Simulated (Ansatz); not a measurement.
# CdHCl, from a guessed structure to a relaxed one

This structure for CdHCl is made up. Its elements were placed in a known structure type with a cell scaled to their sizes. What cell does the guess relax to, and how far off was it?

Method: DFT, PBE, plane-wave PAW, files of the set soft_1, scalar-relativistic, no spin, cell and ions relaxed at zero pressure; PAW set soft_1, in Ansatz 0.2.0.

### Step 1. Starting point

The structure is tetragonal, space group P4/nmm (No. 129). Conventional cell: a = 4.141 Å, b = 4.141 Å, c = 6.624 Å, α = 90.00°, β = 90.00°, γ = 90.00°. Cd has 4 H at 2.50 Å and 5 Cl at 2.94 to 3.06 Å nearest. Cl has 5 Cd at 2.94 to 3.06 Å and 4 H at 3.08 Å nearest. H has 4 Cd at 2.50 Å nearest. Farther neighbours and most contacts between anions are not listed.

### Step 2. Relaxation of the guess

The guess takes its coordinates from another compound and its volume from a rule, so the cell and any free coordinates are relaxed together.

Contents of input.yaml:

```yaml
crystal:
  lattice:
    - [4.141, 0.0, 0.0]
    - [0.0, 4.141, 0.0]
    - [0.0, 0.0, 6.624]
  atoms:
    - { symbol: Cd, position: [0.5, 0.0, 0.7879] }
    - { symbol: Cd, position: [0.0, 0.5, 0.2121] }
    - { symbol: Cl, position: [0.5, 0.0, 0.344] }
    - { symbol: Cl, position: [0.0, 0.5, 0.656] }
    - { symbol: H, position: [0.5, 0.5, 0.0] }
    - { symbol: H, position: [0.0, 0.0, 0.0] }
kpoints:
  mp_grid: { grid: [7, 7, 4] }
scf:
  occupations: { method: fermi_dirac, width: 0.05 }
hamiltonian:
  xc: pbe
  pseudopotentials: { kind: paw, azcp: { folder: soft_1 } }
relax:
  f_tol: 0.015
  max_steps: 70
  cell: {}
output:
  forces: true
  stress: true
```

Run with:

```console
$ ansatz run input.yaml --threads 4 --pin off --max-ram 10240MiB --backend cpu --events-out ev --progress --plain --runs-dir out
```

Numbers of over 12 decimals in the logs are rounded to 6 here.

Log:

```text
Engine: ansatz 0.2.0, aarch64-unknown-linux-gnu
Pseudopotentials: kind: paw
Pseudopotential: Cd, paw, valence charge 20, recommended cutoff 420 eV (normal), soft_1/Cd.paw.azcp
Pseudopotential: Cl, paw, valence charge 7, recommended cutoff 420 eV (normal), soft_1/Cl.paw.azcp
Pseudopotential: H, paw, valence charge 1, recommended cutoff 420 eV (normal), soft_1/H.paw.azcp
Functional definition: PBE
  parameter kappa = 0.804
  parameter beta = 0.066725
  exchange = pbe_x(kappa = kappa, mu = beta*pi^2/3)
  correlation = pbe_c(beta = beta)
Crystal: 6 atoms, lattice volume = 113.588 Å³
Basis set: ecut = 420 eV, 2183 PW (Γ), exchange–correlation on 60×60×90 points (8 copies of the dense FFT grid, shifted against one another)
Bands: 34, of which v1, the nominal top of the filled ones, is band 28 counted from 1 (27 counted from 0)
Symmetry: 16 space group operations
Space group: P4/nmm (ITA 129), of the structure as read, at distance tolerance 4.8e-5 Å
k-points: 30 of 196
Non-local potential: Cd, projectors of the file, l = 0: 3, l = 1: 2, l = 2: 2, l = 3: 1
Non-local potential: Cl, projectors of the file, l = 0: 2, l = 1: 2, l = 2: 1
Non-local potential: H, projectors of the file, l = 0: 2, l = 1: 1
PAW form: soft (Blöchl's): semilocal exchange-correlation on the pseudo side does not see the compensation charge
PAW one-centre angular grid: Cd, 590 points (default); XC on 64 Gauss nodes
PAW one-centre angular grid: Cl, 110 points (default); XC on 64 Gauss nodes
PAW one-centre angular grid: H, 110 points (default); XC on 64 Gauss nodes
Initial density: superposition of atomic densities (chi_scale 0.1, normalization cell, long waves kept (reshape's long-wave potential 0.36 eV rms))
Initial wavefunctions: pseudopotential atomic-orbital guess
Functional: x = pbe(κ = 0.804, μ = 0.219515), c = pbe(β = 0.066725)
SCF iter   1: F=—  HF=-18703.688153 eV  |F-HF|=—  |Δ(HF+E_count)|=         —  Δρ=8.34e-2  dr2=1.81e1  ethr=3.10e-3  ⟨swp⟩=6.2  Hψ=4052  notcnv=0
preconditioner: auto → Kerker (q_TF=auto, 2.425 Å⁻¹)  [metal: Δε(μ)=0.024 eV  Ē_g=11.445 eV  σ=0.050 eV  W_gap=0.12  n_scr=28 (ndim 8)  ℏωp=22.0 eV  f_vac=0.009  D(μ)=2.41/eV (n_scr^D=16)]
SCF iter   2: F=—  HF=-18701.206505 eV  |F-HF|=—  |Δ(HF+E_count)|=    2.48e0  Δρ=4.22e-2  dr2=6.88e0  ethr=3.10e-3  ⟨swp⟩=3.0  Hψ=2076  notcnv=0  defer=23
preconditioner: auto → Resta (q_TF=auto, 2.425 Å⁻¹)  ε∞=4.9  [insulator: Δε(μ)=0.350 eV  Ē_g=11.117 eV  σ=0.050 eV  W_gap=0.59  n_scr=28 (ndim 8)  ℏωp=22.0 eV  f_vac=0.005  D(μ)=1.50/eV (n_scr^D=6)  ε∞_Penn≈4.9]
SCF iter   3: F=—  HF=-18699.773533 eV  |F-HF|=—  |Δ(HF+E_count)|=    1.43e0  Δρ=1.27e-2  dr2=5.34e-1  ethr=3.10e-3  ⟨swp⟩=3.8  Hψ=2004  notcnv=0  defer=30
SCF iter   4: F=—  HF=-18699.646184 eV  |F-HF|=—  |Δ(HF+E_count)|=   1.27e-1  Δρ=8.32e-3  dr2=1.02e-1  ethr=9.54e-4  ⟨swp⟩=3.2  Hψ=2008  notcnv=0  defer=28
SCF iter   5: F=—  HF=-18699.625462 eV  |F-HF|=—  |Δ(HF+E_count)|=   2.07e-2  Δρ=2.00e-3  dr2=4.26e-3  ethr=1.83e-4  ⟨swp⟩=3.4  Hψ=1626  notcnv=0  defer=28
SCF iter   6: F=—  HF=-18699.625560 eV  |F-HF|=—  |Δ(HF+E_count)|=   9.80e-5  Δρ=6.34e-4  dr2=4.53e-4  ethr=7.61e-6  ⟨swp⟩=2.2  Hψ=1804  notcnv=0  defer=26
SCF iter   7: F=—  HF=-18699.625700 eV  |F-HF|=—  |Δ(HF+E_count)|=   1.41e-4  Δρ=1.73e-4  dr2=5.88e-5  ethr=8.08e-7  ⟨swp⟩=2.1  Hψ=1282  notcnv=0  defer=26
SCF iter   8: F=—  HF=-18699.625789 eV  |F-HF|=—  |Δ(HF+E_count)|=   8.87e-5  Δρ=3.23e-5  dr2=1.26e-6  ethr=1.05e-7  ⟨swp⟩=2.1  Hψ=1605  notcnv=0  defer=25
SCF iter   9: F=-18699.625792 eV  HF=-18699.625792 eV  |F-HF|=5.03e-8  |Δ(HF+E_count)|=   3.12e-6  Δρ=5.81e-6  dr2=4.43e-8  ethr=1.79e-10  ⟨swp⟩=3.9  Hψ=4062  notcnv=0
SCF 1 converged in 9 iterations: F = -18699.625792 eV  dr2 = 4.43e-8
  greatest PAW one-centre occupation: 1.000 electrons in one spin orbital (limit 2), on the Cd atom at site 1 (counted from 0), in its partial waves of l = 0
relax step   1: F+E_penalty+E_count = -18699.62579208 eV  Δ(F+E_penalty+E_count) = +0.000e0 eV  max|allowed force component| = 7.986e-1 eV/Å  Δτ_max = 0.0000 Å  P = -6.195 GPa  Ω = 113.588 Å³  (9 SCF iters, dr2 threshold 1.00e-7 eV, accepted)
Crystal: 6 atoms, lattice volume = 99.760 Å³
Basis set: ecut = 420 eV, 1957 PW (Γ), exchange–correlation on 60×60×90 points (8 copies of the dense FFT grid, shifted against one another)
Initial density: handed on by an earlier stage of this run
Initial wavefunctions: those handed on with the density
iter 1 solved again at ethr=1.85e-3 eV; its pass at ethr=3.10e-3 eV (dr2=1.04e0 eV) is discarded
SCF iter   1: F=—  HF=-18700.573532 eV  |F-HF|=—  |Δ(HF+E_count)|=         —  Δρ=2.62e-2  dr2=1.05e0  ethr=1.85e-3  ⟨swp⟩=1.1  Hψ=5880  notcnv=0
preconditioner: auto → Kerker (q_TF=auto, 2.478 Å⁻¹)  [metal: Δε(μ)=0.053 eV  Ē_g=11.496 eV  σ=0.050 eV  W_gap=0.25  n_scr=28 (ndim 8)  ℏωp=23.5 eV  f_vac=0.001  D(μ)=0.48/eV (n_scr^D=0)]
SCF iter   2: F=—  HF=-18700.395872 eV  |F-HF|=—  |Δ(HF+E_count)|=   1.78e-1  Δρ=1.37e-2  dr2=4.04e-1  ethr=1.85e-3  ⟨swp⟩=2.0  Hψ=1195  notcnv=0
preconditioner: auto → Resta (q_TF=auto, 2.478 Å⁻¹)  ε∞=5.2  [insulator: Δε(μ)=0.152 eV  Ē_g=11.478 eV  σ=0.050 eV  W_gap=0.63  n_scr=28 (ndim 8)  ℏωp=23.5 eV  f_vac=0.000  D(μ)=0.32/eV (n_scr^D=0)  ε∞_Penn≈5.2]
SCF iter   3: F=—  HF=-18700.306275 eV  |F-HF|=—  |Δ(HF+E_count)|=   8.96e-2  Δρ=3.21e-3  dr2=1.36e-2  ethr=7.22e-4  ⟨swp⟩=3.0  Hψ=2092  notcnv=0  defer=35
SCF iter   4: F=—  HF=-18700.303350 eV  |F-HF|=—  |Δ(HF+E_count)|=   2.92e-3  Δρ=1.74e-3  dr2=3.02e-3  ethr=2.43e-5  ⟨swp⟩=2.0  Hψ=1786  notcnv=0  defer=35
SCF iter   5: F=—  HF=-18700.302465 eV  |F-HF|=—  |Δ(HF+E_count)|=   8.85e-4  Δρ=4.22e-4  dr2=3.08e-4  ethr=5.40e-6  ⟨swp⟩=2.0  Hψ=1722  notcnv=0  defer=35
SCF iter   6: F=—  HF=-18700.302543 eV  |F-HF|=—  |Δ(HF+E_count)|=   7.82e-5  Δρ=1.50e-4  dr2=2.00e-5  ethr=5.49e-7  ⟨swp⟩=2.3  Hψ=1566  notcnv=0  defer=35
SCF iter   7: F=—  HF=-18700.302551 eV  |F-HF|=—  |Δ(HF+E_count)|=   8.17e-6  Δρ=4.33e-5  dr2=2.55e-6  ethr=3.56e-8  ⟨swp⟩=2.0  Hψ=1719  notcnv=0  defer=35
SCF iter   8: F=-18700.302553 eV  HF=-18700.302553 eV  |F-HF|=8.33e-8  |Δ(HF+E_count)|=   1.60e-6  Δρ=1.06e-5  dr2=1.03e-7  ethr=1.07e-9  ⟨swp⟩=5.0  Hψ=3619  notcnv=0
SCF 2 converged in 8 iterations: F = -18700.302553 eV  dr2 = 1.03e-7
relax step   2: F+E_penalty+E_count = -18700.30255310 eV  Δ(F+E_penalty+E_count) = -6.768e-1 eV  max|allowed force component| = 2.015e-1 eV/Å  Δτ_max = 0.1950 Å  P = -2.602 GPa  Ω = 99.760 Å³  energy of the carried Pulay correction = +4.055e-3 eV  (8 SCF iters, dr2 threshold 6.00e-7 eV, accepted)
Crystal: 6 atoms, lattice volume = 91.428 Å³
[...]
relax step   7: F+E_penalty+E_count = -18700.63857562 eV  Δ(F+E_penalty+E_count) = -1.298e-1 eV  max|allowed force component| = 4.709e-2 eV/Å  Δτ_max = 0.0618 Å  P = +1.661 GPa  Ω = 93.824 Å³  energy of the carried Pulay correction = +5.962e-3 eV  (7 SCF iters, dr2 threshold 6.00e-7 eV, accepted)
relax step   8: F+E_penalty+E_count = -18700.73847705 eV  Δ(F+E_penalty+E_count) = -9.990e-2 eV  max|allowed force component| = 5.972e-2 eV/Å  Δτ_max = 0.0265 Å  P = +1.123 GPa  Ω = 95.742 Å³  energy of the carried Pulay correction = +5.334e-3 eV  (7 SCF iters, dr2 threshold 6.00e-7 eV, accepted)
relax step   9: F+E_penalty+E_count = -18700.80658870 eV  Δ(F+E_penalty+E_count) = -6.811e-2 eV  max|allowed force component| = 7.844e-2 eV/Å  Δτ_max = 0.0502 Å  P = +0.762 GPa  Ω = 98.071 Å³  energy of the carried Pulay correction = +4.587e-3 eV  (6 SCF iters, dr2 threshold 6.00e-7 eV, accepted)
relax step  10: F+E_penalty+E_count = -18700.83314344 eV  Δ(F+E_penalty+E_count) = -2.655e-2 eV  max|allowed force component| = 5.827e-2 eV/Å  Δτ_max = 0.0726 Å  P = -0.232 GPa  Ω = 102.375 Å³  energy of the carried Pulay correction = +3.248e-3 eV  (7 SCF iters, dr2 threshold 6.00e-7 eV, accepted)
relax step  11: F+E_penalty+E_count = -18700.83241081 eV  Δ(F+E_penalty+E_count) = +7.326e-4 eV  max|allowed force component| = 5.138e-2 eV/Å  Δτ_max = 0.0018 Å  P = +0.443 GPa  Ω = 101.145 Å³  energy of the carried Pulay correction = +3.625e-3 eV  (6 SCF iters, dr2 threshold 3.55e-7 eV, rejected (line search))
relax step  12: F+E_penalty+E_count = -18700.83458701 eV  Δ(F+E_penalty+E_count) = -1.444e-3 eV  max|allowed force component| = 1.036e-2 eV/Å  Δτ_max = 0.0062 Å  P = -0.024 GPa  Ω = 102.078 Å³  energy of the carried Pulay correction = +3.339e-3 eV  (9 SCF iters, accepted)
relax step  13: F+E_penalty+E_count = -18700.85838785 eV  Δ(F+E_penalty+E_count) = -2.380e-2 eV  max|allowed force component| = 9.639e-3 eV/Å  Δτ_max = 0.0000 Å  P = +0.348 GPa  Ω = 102.078 Å³  stress off target by 1.13e0 GPa  SCF on the basis re-selected at this cell (its energy is not comparable with the rows above)  (7 SCF iters)
relax step  14: F+E_penalty+E_count = -18700.86948662 eV  Δ(F+E_penalty+E_count) = -1.110e-2 eV  max|allowed force component| = 1.516e-3 eV/Å  Δτ_max = 0.0295 Å  P = +0.202 GPa  Ω = 103.771 Å³  energy of the carried Pulay correction = -6.048e-4 eV  (6 SCF iters, dr2 threshold 6.00e-7 eV, accepted)
relax step  15: F+E_penalty+E_count = -18700.87824500 eV  Δ(F+E_penalty+E_count) = -8.758e-3 eV  max|allowed force component| = 2.116e-2 eV/Å  Δτ_max = 0.0553 Å  P = +0.102 GPa  Ω = 106.625 Å³  energy of the carried Pulay correction = -1.598e-3 eV  (6 SCF iters, dr2 threshold 6.00e-7 eV, accepted)
relax step  16: F+E_penalty+E_count = -18700.88096260 eV  Δ(F+E_penalty+E_count) = -2.718e-3 eV  max|allowed force component| = 1.529e-2 eV/Å  Δτ_max = 0.0261 Å  P = -0.001 GPa  Ω = 108.330 Å³  energy of the carried Pulay correction = -2.184e-3 eV  (6 SCF iters, dr2 threshold 4.53e-7 eV, accepted)
relax step  17: F+E_penalty+E_count = -18700.88149176 eV  Δ(F+E_penalty+E_count) = -5.292e-4 eV  max|allowed force component| = 1.908e-2 eV/Å  Δτ_max = 0.0417 Å  P = +0.139 GPa  Ω = 110.207 Å³  energy of the carried Pulay correction = -2.815e-3 eV  (8 SCF iters, dr2 threshold 1.46e-8 eV, accepted)
relax step  18: F+E_penalty+E_count = -18700.88137135 eV  Δ(F+E_penalty+E_count) = +1.204e-4 eV  max|allowed force component| = 1.374e-2 eV/Å  Δτ_max = 0.0110 Å  P = -0.043 GPa  Ω = 111.207 Å³  energy of the carried Pulay correction = -3.142e-3 eV  (6 SCF iters, dr2 threshold 7.07e-8 eV, accepted)
iter 1 solved again at ethr=6.15e-7 eV; its pass at ethr=3.10e-3 eV (dr2=3.44e-4 eV) is discarded
SCF iter   1: F=—  HF=-18700.882195 eV  |F-HF|=—  |Δ(HF+E_count)|=         —  Δρ=4.03e-4  dr2=1.07e-5  ethr=6.15e-7  ⟨swp⟩=3.2  Hψ=6929  notcnv=0
preconditioner: auto → LDOS  [metal: Δε(μ)=0.006 eV  Ē_g=11.864 eV  σ=0.050 eV  W_gap=0.03  n_scr=26 (ndim 8)  ℏωp=22.3 eV  f_vac=0.167  D(μ)=1.47/eV (n_scr^D=4)  β→1.0]
SCF iter   2: F=—  HF=-18700.885263 eV  |F-HF|=—  |Δ(HF+E_count)|=   3.07e-3  Δρ=6.24e-5  dr2=2.77e-6  ethr=1.92e-8  ⟨swp⟩=2.0  Hψ=1868  notcnv=0
SCF iter   3: F=—  HF=-18700.885264 eV  |F-HF|=—  |Δ(HF+E_count)|=   1.20e-6  Δρ=3.63e-5  dr2=9.86e-7  ethr=4.94e-9  ⟨swp⟩=2.0  Hψ=1861  notcnv=0
SCF iter   4: F=—  HF=-18700.885265 eV  |F-HF|=—  |Δ(HF+E_count)|=   5.47e-7  Δρ=1.39e-5  dr2=1.45e-7  ethr=1.76e-9  ⟨swp⟩=2.0  Hψ=1320  notcnv=0
SCF iter   5: F=—  HF=-18700.885265 eV  |F-HF|=—  |Δ(HF+E_count)|=   1.19e-7  Δρ=3.20e-6  dr2=8.09e-9  ethr=2.59e-10  ⟨swp⟩=2.3  Hψ=1766  notcnv=0
SCF iter   6: F=—  HF=-18700.885265 eV  |F-HF|=—  |Δ(HF+E_count)|=   4.49e-9  Δρ=4.40e-7  dr2=2.14e-10  ethr=1.44e-11  ⟨swp⟩=2.0  Hψ=1759  notcnv=0
SCF iter   7: F=-18700.885265 eV  HF=-18700.885265 eV  |F-HF|=3.27e-11  |Δ(HF+E_count)|=  8.37e-11  Δρ=1.05e-7  dr2=1.11e-11  ethr=1.00e-12  ⟨swp⟩=5.0  Hψ=3783  notcnv=0
SCF 19 converged in 7 iterations: F = -18700.885265 eV  dr2 = 1.11e-11
relax step  19: F+E_penalty+E_count = -18700.88526478 eV  Δ(F+E_penalty+E_count) = -3.893e-3 eV  max|allowed force component| = 1.428e-2 eV/Å  Δτ_max = 0.0000 Å  P = -0.031 GPa  Ω = 111.207 Å³  stress off target by 4.54e-2 GPa  SCF on the basis re-selected at this cell (its energy is not comparable with the rows above)  (7 SCF iters)
basis re-selected at this cell: Δ(F+E_penalty+E_count) = -3.893e-3 eV, ΔP = +0.012 GPa vs the last step (what re-selecting the basis moved, of the pressure what is left beyond the Pulay correction that the steps carried, after the strain that the cell walked since its last selection, with what the two solves' SCF thresholds leave and, on support functions, any second-order correction that the steps lacked; it is no m [...]
SCF converged after 7 iterations
Free energy (F): -18700.885265 eV
Harris-Foulkes:  -18700.885265 eV  (|F-HF|=3.27e-11)
Internal energy: -18700.874539 eV  (E = F + TS)
E sigma→0 (E₀):  -18700.879902 eV
Entropy (-TS):   -0.010726 eV (-1.788 meV/atom)
Fermi energy:    6.557482 eV
--- Per-component energies (eV) ---
  E_band       = -1096.325646
  E_kinetic    = 1210.314967
  E_local      = -10479.507051  (includes V_loc(G=0)·N_el)
  E_nonlocal   = 307.143445
  E_hartree    = 4818.487994
  E_xc         = -543.813790
  E_vxc        = -645.460847  (∫ρ·V_xc dr)
  E_paw        = -9520.509667  (= ΣΔE_a)
  E_vpaw       = -1125.791483  (= ΣTr[D̂ρ^β])
  E_aug_tail   = -0.000847  (compensation charges beyond the density's cutoff)
  E_ewald      = -4492.989590
  E_smearing   = -0.010726  (= −TS)
  E_closure    = 0.000000  (closes the sum)
  Σ components = -18700.885265   (vs F -18700.885265, Δ=0.00e0)
--- Forces (eV/Å), atoms counted from 1 ---
  atom   1  Cd     0.00000000    -0.00000000     0.01427646
  atom   2  Cd    -0.00000000     0.00000000    -0.01427646
  atom   3  Cl     0.00000000     0.00000000     0.00218835
  atom   4  Cl     0.00000000     0.00000000    -0.00218835
  atom   5  H      0.00000000    -0.00000000     0.00000000
  atom   6  H     -0.00000000     0.00000000    -0.00000000
  max |Σ_I F_I| component: 1.73e-18 eV/Å
--- Stress (GPa, compression-positive) ---
       -0.045445       0.000000       0.000000
        0.000000      -0.045445       0.000000
        0.000000       0.000000      -0.001742
  P = ⅓ Tr σ = -0.0309 GPa (-0.309 kbar)
--- Relaxed structure (17 steps of the walk, 16 accepted, 2 SCFs on fresh bases) ---
  F+E_penalty+E_count = -18700.88526478 eV   max|allowed force component| = 1.428e-2 eV/Å   (the final SCF, on the basis selected at the relaxed cell)
  cell:  # Å, volume = 111.2067 Å³
    - [3.524382, 0, 0]
    - [0, 3.524382, 0]
    - [0, 0, 8.952929]
  atoms:
    - { symbol: Cd, position: [0.5, 0, 0.858211] }
    - { symbol: Cd, position: [0, 0.5, 0.141789] }
    - { symbol: Cl, position: [0.5, 0, 0.297506] }
    - { symbol: Cl, position: [0, 0.5, 0.702494] }
    - { symbol: H, position: [0.5, 0.5, 2.1823715227163914e-19] }
    - { symbol: H, position: [0, 0, 2.1823715227163967e-19] }
```

Elapsed: 23 s, on 4 threads of Arm Neoverse V2, shared host; peak memory 0.46 GiB.

Step by step:

| step | energy less that of the first step (eV) | largest force component (eV/Å) | pressure (GPa) | volume (Å³) |
| --- | --- | --- | --- | --- |
| 1 | 0.0000 | 0.7986 | -6.20 | 113.59 |
| 2 | -0.6768 | 0.2015 | -2.60 | 99.76 |
| 3 | -0.7158 | 0.0584 | 2.12 | 91.43 |
| 4 | -0.7418 | 0.0915 | 0.06 | 94.48 |
| 5 | -0.7673 | 0.1085 | 0.00 | 94.45 |
| 6 | -0.8830 | 0.1198 | 0.57 | 94.03 |
| 7 | -1.0128 | 0.0471 | 1.66 | 93.82 |
| 8 | -1.1127 | 0.0597 | 1.12 | 95.74 |
| 9 | -1.1808 | 0.0784 | 0.76 | 98.07 |
| 10 | -1.2074 | 0.0583 | -0.23 | 102.37 |
| 11 | -1.2066 | 0.0514 | 0.44 | 101.14 |
| 12 | -1.2088 | 0.0104 | -0.02 | 102.08 |
| 13* | -1.2326 | 0.0096 | 0.35 | 102.08 |
| 14 | -1.2437 | 0.0015 | 0.20 | 103.77 |
| 15 | -1.2525 | 0.0212 | 0.10 | 106.62 |
| 16 | -1.2552 | 0.0153 | 0.00 | 108.33 |
| 17 | -1.2557 | 0.0191 | 0.14 | 110.21 |
| 18 | -1.2556 | 0.0137 | -0.04 | 111.21 |
| 19* | -1.2595 | 0.0143 | -0.03 | 111.21 |

Relaxation steps marked * repeat the geometry before them on a plane-wave basis chosen anew for their cell, so energy and pressure can jump there. Relaxation step 11 was tried and not accepted.

Forces are held to the 16 operations that the run works with; a distortion that breaks them can't arise in this run.

| cell as run | before | after | change |
| --- | --- | --- | --- |
| a (Å) | 4.141 | 3.524 | -14.9 % |
| b (Å) | 4.141 | 3.524 | -14.9 % |
| c (Å) | 6.624 | 8.953 | +35.2 % |
| volume (Å³/atom) | 18.93 | 18.53 | -2.1 % |

The atoms that moved most (Å, as changes of fractional coordinates times the final cell):

| atom | dx | dy | dz | length |
| --- | --- | --- | --- | --- |
| Cd1 | 0.000 | 0.000 | 0.629 | 0.629 |
| Cd2 | 0.000 | 0.000 | -0.629 | 0.629 |
| Cl4 | 0.000 | 0.000 | 0.416 | 0.416 |
| Cl3 | 0.000 | 0.000 | -0.416 | 0.416 |

Final coordinates:

```xyz
6
Lattice="3.5244 0.0000 0.0000 0.0000 3.5244 0.0000 0.0000 0.0000 8.9529" Properties=species:S:1:pos:R:3 pbc="T T T"
Cd    1.7622    0.0000    7.6835
Cd    0.0000    1.7622    1.2694
Cl    1.7622    0.0000    2.6636
Cl    0.0000    1.7622    6.2894
H     1.7622    1.7622    0.0000
H     0.0000    0.0000    0.0000
```

This step gave:

| Quantity | Value |
| --- | --- |
| free energy | -18700.8853 eV |
| energy at zero smearing | -18700.8799 eV |
| smearing term TS | 0.01073 eV |
| Fermi energy | 6.557 eV |
| electrons | 56 |
| symmetry operations | 16 |
| pressure | -0.03088 GPa |

The shortest distance of each pair, which need not be the same contact before and after:

| pair | guess (Å) | relaxed (Å) |
| --- | --- | --- |
| Cd–H | 2.502 | 2.172 |
| H–H | 2.928 | 2.492 |
| Cd–Cl | 2.940 | 2.856 |
| Cl–H | 3.079 | 3.194 |
| Cd–Cd | 4.058 | 3.524 |

The relaxation ends with a largest force component of 0.014 eV/Å and a pressure of -0.03 GPa.

### Step 3. Outcome

```yaml
space_group_relaxed: P4/nmm
conventional_cell: a = 3.524, b = 3.524, c = 8.953 Å; α = 90.0°, β = 90.0°, γ = 90.0°
volume_per_atom: 18.53 Å³ (guess 18.93)
```

What this shows: CdHCl relaxes to P4/nmm with a = 3.524, b = 3.524 and c = 8.953 Å. The guessed volume was 2 % too large. The space group P4/nmm was held in the relaxation, so the end point is a stationary structure within it and may be a saddle against distortions or other arrangements. Mesh and cutoff weren't tested. A vector of the cell changed its length by 35 %, so the starting arrangement is largely lost and the mesh was laid for another shape. No dispersion term is used, so weakly bound directions may come out too long. Nothing here tests whether the compound is stable against decomposition.

[Logs are printed without paths, hosts, clocks, repeated set-up lines and the standing remarks that a program may print on its own settings, such as how far it seeks lower states.]

[Hosts, paths, dates, database ids (printed as entryN), source tags and the programs' standing remarks are cut or masked in the printed files.]
